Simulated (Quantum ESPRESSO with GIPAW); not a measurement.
## SrCl2: NMR parameters from first principles

Wanted: NMR shieldings for each site of SrCl2.

**The experiment.** The 87Sr shift is 45.9 ppm against aqueous Sr2+, in “Structural Investigations of Strontium in Inorganic Crystals, Organic Crystals, and Phyllosilicate Minerals with 87Sr NMR” (Bowers, PhD thesis, The Pennsylvania State University, 2006).

Program: Quantum ESPRESSO with GIPAW 8.0dev (patched build). Level of theory: DFT, PBE, plane-wave PAW (pslibrary 1.0.0 recipes), scalar-relativistic, GIPAW; a patched development version of the program. Results are calculated unless marked as measured.

## (1) The starting structure

It takes space group Fm-3m (No. 225, cubic). Conventional cell: a = 6.977 Å, b = 6.977 Å, c = 6.977 Å, α = 90.00°, β = 90.00°, γ = 90.00°. Nearest to Sr lie 8 Cl at 3.02 Å. Nearest to Cl lie 4 Sr at 3.02 Å. Farther neighbours and most contacts between anions are not listed.

The cell is an entry of the Crystallography Open Database.

## (2) The SCF step

The shielding is a linear response of the occupied states, which this run provides. It is converged far beyond what an energy needs, since the response uses the wavefunctions themselves. No empty states are asked for: the response is solved without them. The mesh has a spacing of 0.39 Å⁻¹ at most. The PAW files were made with ld1.x from the pslibrary 1.0.0 recipes, with GIPAW reconstruction switched on.

Input file scf.in:

```
&control
  calculation = 'scf'
  prefix = 'x'
  outdir = './tmp/'
  pseudo_dir = './'
/
&system
  ibrav = 0
  nat = 3
  ntyp = 2
  ecutwfc = 55
  ecutrho = 330
  nbnd = 12
/
&electrons
  conv_thr = 1.0d-10
  mixing_beta = 0.7
  electron_maxstep = 100
/
ATOMIC_SPECIES
  Sr 87.620 Sr.pbe-spn-kjpaw_psl.1.0.0-gipaw.UPF
  Cl 35.450 Cl.pbe-n-kjpaw_psl.1.0.0-gipaw.UPF
CELL_PARAMETERS angstrom
  0.00000000 3.48835000 3.48835000
  3.48835000 0.00000000 3.48835000
  3.48835000 3.48835000 0.00000000
ATOMIC_POSITIONS crystal
  Sr 0.00000000 0.00000000 0.00000000
  Cl 0.75000000 0.75000000 0.75000000
  Cl 0.25000000 0.25000000 0.25000000
K_POINTS automatic
  4 4 4 0 0 0
```

Command:

```sh
$ mpirun -np 4 pw.x -nk 4 -in scf.in > scf.out
```

Log:

```text
using ibrav=0 with symmetry is DISCOURAGED, use correct ibrav instead

     bravais-lattice index     =            0
     lattice parameter (alat)  =       9.3225  a.u.
     unit-cell volume          =     572.9105 (a.u.)^3
     number of atoms/cell      =            3
     number of atomic types    =            2
     number of electrons       =        24.00
     number of Kohn-Sham states=           12
     kinetic-energy cutoff     =      55.0000  Ry
     charge density cutoff     =     330.0000  Ry
     scf convergence threshold =      1.0E-10
     mixing beta               =       0.7000
     number of iterations used =            8  plain     mixing
     Exchange-correlation= SLA-PW-PBX-PBC
                           (   1   4   3   4   0   0   0)
[...]
Sr               10.00    87.62000     Sr( 1.00)
     Cl                7.00    35.45000     Cl( 1.00)

     48 Sym. Ops., with inversion, found
[...]
number of k points=     8
[...]
Dense  grid:    58071 G-vectors     FFT dimensions: (  54,  54,  54)

     Smooth grid:    31415 G-vectors     FFT dimensions: (  45,  45,  45)

     Check: negative core charge=   -0.000002

     Initial potential from superposition of free atoms

     starting charge      23.9924, renormalised to      24.0000
     Starting wfcs are   16 randomized atomic wfcs

     Self-consistent Calculation

     iteration #  1     ecut=    55.00 Ry     beta= 0.70
     Davidson diagonalization with overlap
     ethr =  1.00E-02,  avg # of iterations =  1.8

     Threshold (ethr) on eigenvalues was too large:
     Diagonalizing with lowered threshold

     Davidson diagonalization with overlap
     ethr =  4.86E-04,  avg # of iterations =  2.8

     total energy              =    -419.42180656 Ry
     estimated scf accuracy    <       0.09241591 Ry

     iteration #  2     ecut=    55.00 Ry     beta= 0.70
     Davidson diagonalization with overlap
     ethr =  3.85E-04,  avg # of iterations =  2.9

     total energy              =    -419.45115559 Ry
     estimated scf accuracy    <       0.02177718 Ry

     iteration #  3     ecut=    55.00 Ry     beta= 0.70
[...]
total energy              =    -419.45519844 Ry
     estimated scf accuracy    <       0.00059673 Ry

[...]
total energy              =    -419.45547776 Ry
[...]
iteration # 10     ecut=    55.00 Ry     beta= 0.70
     Davidson diagonalization with overlap
     ethr =  3.17E-11,  avg # of iterations =  3.1

     total energy              =    -419.45547776 Ry
     estimated scf accuracy    <          6.7E-10 Ry

     iteration # 11     ecut=    55.00 Ry     beta= 0.70
     Davidson diagonalization with overlap
     ethr =  2.79E-12,  avg # of iterations =  2.0

     End of self-consistent calculation
     [one-electron energies left out]

!    total energy              =    -419.45547776 Ry
     total all-electron energy =     -8205.651884 Ry
     estimated scf accuracy    <          5.3E-11 Ry

     The total energy is the sum of the following terms:
     one-electron contribution =     -26.15359731 Ry
     hartree contribution      =      23.41790819 Ry
     xc contribution           =     -40.19897804 Ry
     ewald contribution        =     -93.98768764 Ry
     one-center paw contrib.   =    -282.53312296 Ry

     convergence has been achieved in  11 iterations
[...]
JOB DONE.
```

It took 10 s on 4 MPI ranks of Arm Neoverse V1, shared host; peak memory 0.59 GiB; 40 s of CPU time.

It converged in 11 cycles to an estimated accuracy of 5e-11 Ry, on 8 irreducible k-points.

## (3) GIPAW: job nmr

The job finds the current that a weak uniform field induces (applied as a long wave, q_gipaw) and the field that this current makes at each nucleus. On atoms with p or d valence electrons much of the paramagnetic part arises close to the nucleus, where the PAW partial waves rebuild the true states. pawproj makes the reconstruction use the PAW data sets' own projectors.

Input file nmr.in:

```
&inputgipaw
  job = 'nmr'
  prefix = 'x'
  tmp_dir = './tmp/'
  restart_mode = 'from_scratch'
  verbosity = 'low'
  q_gipaw = 0.01
  spline_ps = .true.
  conv_threshold = 1.0d-11
  use_nmr_macroscopic_shape = .false.
  pawproj(1) = .true.
  pawproj(2) = .true.
/
```

Command:

```sh
$ mpirun -np 4 gipaw.x -in nmr.in > nmr.out
```

Log:

```text
[banner, memory and clock lines left out]
[a note of our patched build left out]

     Parallelizing q-star over 1 images

     IMPORTANT: XC functional enforced from input :
     Exchange-correlation= PBE
                           (   1   4   3   4   0   0   0)
     Any further DFT definition will be discarded
     Please, verify this is what you really want

     Check: negative core charge=   -0.000002
[...]
projs nearly linearly dependent: l=0  n1,n2= 1, 2  s=  0.99266918
[...]
alpha_pv=     65.6681 eV

     spline_ps is .false., expect some extrapolation errors

     q-space interpolation up to    66.00 Rydberg

     GIPAW job: nmr
     NMR macroscopic correction: no
[...]
Computing the magnetic susceptibility     isolve=0    ethr=  0.1000E-10
     Starting from scratch
     k-point #    1 of     8      pool #  1    cpu time:       0.9
[...]
End of magnetic susceptibility calculation

     f-sum rule (1st term):
           -26.8209          0.0000         -0.0000
             0.0000        -26.8209         -0.0000
             0.0000         -0.0000        -26.8209

     f-sum rule (2nd term):
            -0.3726         -0.0000         -0.0000
            -0.0000         -0.3726         -0.0000
            -0.0000         -0.0000         -0.3726

     f-sum rule (should be   -27.1919):
           -27.1935          0.0000         -0.0000
             0.0000        -27.1935         -0.0000
             0.0000         -0.0000        -27.1935

[... susceptibilities left out ...]
     Contributions to the NMR chemical shifts: -------------------------------

     Macroscopic shape contribution in ppm:                    0.00
             0.0000          0.0000          0.0000
             0.0000          0.0000          0.0000
             0.0000          0.0000          0.0000

     Core contribution in ppm:

     Atom  1  Sr  pos: (  0.000000  0.000000  0.000000)  core sigma:        3441.03
     Atom  2  Cl  pos: (  1.060660  1.060660  1.060660)  core sigma:        1050.85
     Atom  3  Cl  pos: (  0.353553  0.353553  0.353553)  core sigma:        1050.85

     Bare contribution in ppm:

     Atom  1  Sr  pos: (  0.000000  0.000000  0.000000)  bare sigma:         104.15
[...]
Atom  2  Cl  pos: (  1.060660  1.060660  1.060660)  bare sigma:          62.96
[...]
Atom  3  Cl  pos: (  0.353553  0.353553  0.353553)  bare sigma:          62.96
[...]
Diamagnetic contribution in ppm:

     Atom  1  Sr  pos: (  0.000000  0.000000  0.000000)  dia sigma:         -26.41
[...]
Atom  2  Cl  pos: (  1.060660  1.060660  1.060660)  dia sigma:          -8.17
[...]
Atom  3  Cl  pos: (  0.353553  0.353553  0.353553)  dia sigma:          -8.17
[...]
Paramagnetic contribution in ppm:

     Atom  1  Sr  pos: (  0.000000  0.000000  0.000000)  para sigma:       -1409.16
[...]
Atom  2  Cl  pos: (  1.060660  1.060660  1.060660)  para sigma:        -528.98
[...]
Atom  3  Cl  pos: (  0.353553  0.353553  0.353553)  para sigma:        -528.98
[...]
Paramagnetic US occ-occ contribution in ppm:

     Atom  1  Sr  pos: (  0.000000  0.000000  0.000000)  para_oo sigma:          -1.65
[...]
Atom  2  Cl  pos: (  1.060660  1.060660  1.060660)  para_oo sigma:          -0.11
[...]
Atom  3  Cl  pos: (  0.353553  0.353553  0.353553)  para_oo sigma:          -0.11
[...]
Paramagnetic US L_R Q_R contribution in ppm:

     Atom  1  Sr  pos: (  0.000000  0.000000  0.000000)  para_lq sigma:         821.10
[...]
Atom  2  Cl  pos: (  1.060660  1.060660  1.060660)  para_lq sigma:         158.77
[...]
Atom  3  Cl  pos: (  0.353553  0.353553  0.353553)  para_lq sigma:         158.77
[...]
Total NMR chemical shifts in ppm: ---------------------------------------
     (adopting the Simpson convention for anisotropy and asymmetry)-----------

     Atom  1  Sr  pos: (  0.000000  0.000000  0.000000)  Total sigma:        2929.08
          2929.0786          0.0000          0.0000
             0.0000       2929.0786          0.0000
             0.0000          0.0000       2929.0786

     Sr      1    anisotropy:     -0.00    eta:    0.0000
[...]
Atom  2  Cl  pos: (  1.060660  1.060660  1.060660)  Total sigma:         735.32
           735.3240         -0.0000          0.0000
            -0.0000        735.3240          0.0000
             0.0000          0.0000        735.3240

     Cl      2    anisotropy:      0.00    eta:    0.0000
[...]
Atom  3  Cl  pos: (  0.353553  0.353553  0.353553)  Total sigma:         735.32
[... its tensor is left out ...]
```

The job ended after 49 s (4 MPI ranks; peak memory 0.35 GiB).

The f-sum rule is met to 0.0016 of 27.2 (0.006 %). Converged shieldings require that this miss be small, but a small miss does not prove them.

From the symmetric part of each tensor, with principal values σ11 ≤ σ22 ≤ σ33: σ_iso is their mean, the span is σ33 − σ11 and the skew 3(σ_iso − σ22)/span. (gipaw.x prints an anisotropy in another convention.)

```
site  atom no.  atoms in cell  σ_iso (ppm)  span (ppm)  skew
  Sr         1              1         2929           0     -
  Cl         2              2        735.3         0.0     -
```

The macroscopic shape term is switched off. For a spherical sample the valence susceptibility of this run would add about 9 ppm to every site, a rough estimate, since the susceptibility converges slowly and lacks part of the PAW terms. Differences within the crystal don't depend on it, but shieldings of different compounds can't be compared to better than a few ppm without it.

Sr and Cl sit on cubic site symmetry, where the tensor must be isotropic.

## (4) NMR parameters by site

Covalently bonded atoms count as neighbours within 1.18 times the sum of their radii. Otherwise a cation's neighbours lie within 1.2 times its shortest bond (1.3 for large cations, each anion's radius taken off where they differ), and an anion's are the cations that count it.

| site | atom no. | atoms in cell | surroundings | bonds (Å) | σ_iso (ppm) |
| --- | --- | --- | --- | --- | --- |
| Sr | 1 | 1 | SrCl8 | 3.021 | 2929 |
| Cl | 2 | 2 | bound to Sr4 | 3.021 | 735.3 |

## (5) What the settings change

Each row names what was changed: another mesh tests the sampling of the zone; another functional shows how far the paramagnetic term hangs on the exchange-correlation form; another cutoff tests the basis.

Changes of σ_iso (ppm) against the run above (PBE, cutoffs 55 and 330 Ry, mesh 4×4×4, 3.9 min). Times are CPU times of pw.x and gipaw.x together, on 4 MPI ranks of Arm Neoverse V1, shared host; on a shared host they are rough. A run is marked as doubtful where the f-sum miss passes 0.015 electrons, or that much for each three atoms in larger cells (with Tl, Pb, Hg, Bi or Sn a third of that, or a mesh spacing over 0.26 Å⁻¹), or where the susceptibility is unphysically large.

```csv
run,CPU time,f-sum miss,Sr,Cl
mesh 5×5×5,4.8 min,1.0e-4,+0.7,+2.1
LDA,3.7 min,0.0026,-63.9,-58.8
cutoffs 40 and 270 Ry (coarse on purpose),2.5 min,0.0015,-0.5,-0.1
mesh 3×3×3 (marked),2.2 min,0.017,-4.8,-19.6
Wu-Cohen,4.1 min,0.0020,-24.6,-18.8
```

The largest move is -63.9 ppm, on Sr, from LDA.

## (6) Against experiment

Without a fitted line the measured shift still tests the calculation: for an exact theory σ + δ is one number for all compounds of a nucleus, up to the shape term, which is left out of σ and differs by some ppm between compounds.

```
nucleus, site  σ_iso (ppm)  measured δ (ppm)  σ + δ (ppm)  σ + δ of other compounds, same level
     87Sr, Sr         2929              45.9         2975                              SrO 2943
```

## (7) What came out

```yaml
87sr_shielding_without_shape_term: 2929 ppm
35cl_shielding_without_shape_term: 735.3 ppm
```

In words: 87Sr has one site (SrCl8), with isotropic shielding 2929 ppm (shape term left out). A shift needs a reference, δ = σ_ref − σ, fixed on measured compounds; for 87Sr of this kind at this level too few were at hand, or they scattered too widely about a line, so none is given. For 87Sr, σ + δ is 2975 ppm here and 2943 ppm in SrO: with that reference and slope one the shift would be off by -32 ppm. Going to mesh 5×5×5 changes no isotropic shielding by more than 2.2 ppm, a first measure of the error left in that respect. A higher cutoff was not carried through on these files. The cheaper run with cutoffs 40 and 270 Ry takes about 65 % of the time and is off by 0.53 ppm on Sr. The largest change with the functional is 63.9 ppm in absolute shielding; part of that drops out once each functional has its own reference line. The scalar-relativistic files are used with non-relativistic response operators, which weighs most on the heavy atoms' own shieldings. This build of gipaw.x prints that it is not audited and that its numbers are no references by themselves. It also reports spline_ps as false although the input sets it; why was not traced.

[Banner, clock, file and message-heading lines were taken out of the pw.x and gipaw.x logs.]

[Logs are printed without paths, hosts, clocks, repeated set-up lines and the standing remarks that a program may print on its own settings, such as how far it seeks lower states.]

[Hosts, paths, dates, database ids (printed as entryN), source tags and the programs' standing remarks are cut or masked in the printed files.]

[Where no reference line passes its bar on scatter, no shift is given, so a measured shift of this compound may stand uncompared.]
